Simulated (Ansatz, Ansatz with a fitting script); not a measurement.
Planning a run of Ansatz 0.2.0 on LaBr3 (P6_3/m). The input:

```yaml
crystal:
  lattice:
    - [8.1717698521, 0.0, 0.0]
    - [-4.085884926, 7.0769602858, 0.0]
    - [0.0, 0.0, 4.6291442843]
  atoms:
    - { symbol: La, position: [0.3333333333, 0.6666666667, 0.25] }
    - { symbol: La, position: [0.6666666667, 0.3333333333, 0.75] }
    - { symbol: Br, position: [0.3937661396, 0.3058621373, 0.25] }
    - { symbol: Br, position: [0.0879040023, 0.3937661396, 0.75] }
    - { symbol: Br, position: [0.6941378627, 0.0879040023, 0.25] }
    - { symbol: Br, position: [0.6062338604, 0.6941378627, 0.75] }
    - { symbol: Br, position: [0.9120959977, 0.6062338604, 0.25] }
    - { symbol: Br, position: [0.3058621373, 0.9120959977, 0.75] }
kpoints:
  mp_grid: { grid: [6, 6, 6] }
hamiltonian:
  xc: r2scan
  pseudopotentials: { kind: paw, source: ansatz }
scf:
  occupations: { method: fixed }
  n_extra_bands: 6
  lower_state_search: "off"
  convergence: { dr2_threshold: 1.0e-09 }
output:
  eigenvalues: true
```

```sh
ansatz run input.yaml --threads 4 --pin off --max-ram 18432MiB --backend cpu --events-out ev --progress --plain --runs-dir out
```

Estimate wall time and host memory on 4 threads of Arm Neoverse V1, shared host.

It took 48 s; on shared hardware allow 24 s to 96 s. Peak host memory was 2.5 GiB. The sizes that set the cost: 10777 plane waves a state, 32 irreducible k points and 14 SCF cycles.

[Paths, hosts, dates, memory and timing lines, banners, echoed tables and standing remarks are left out of the program output.]

[Logs are printed without paths, hosts, clocks, repeated set-up lines and the standing remarks that a program may print on its own settings, such as how far it seeks lower states.]

[Runs of the session that timed out or met a known fault of the program may be left out.]

[Hosts, paths, dates, database ids (printed as entryN), source tags and the programs' standing remarks are cut or masked in the printed files.]
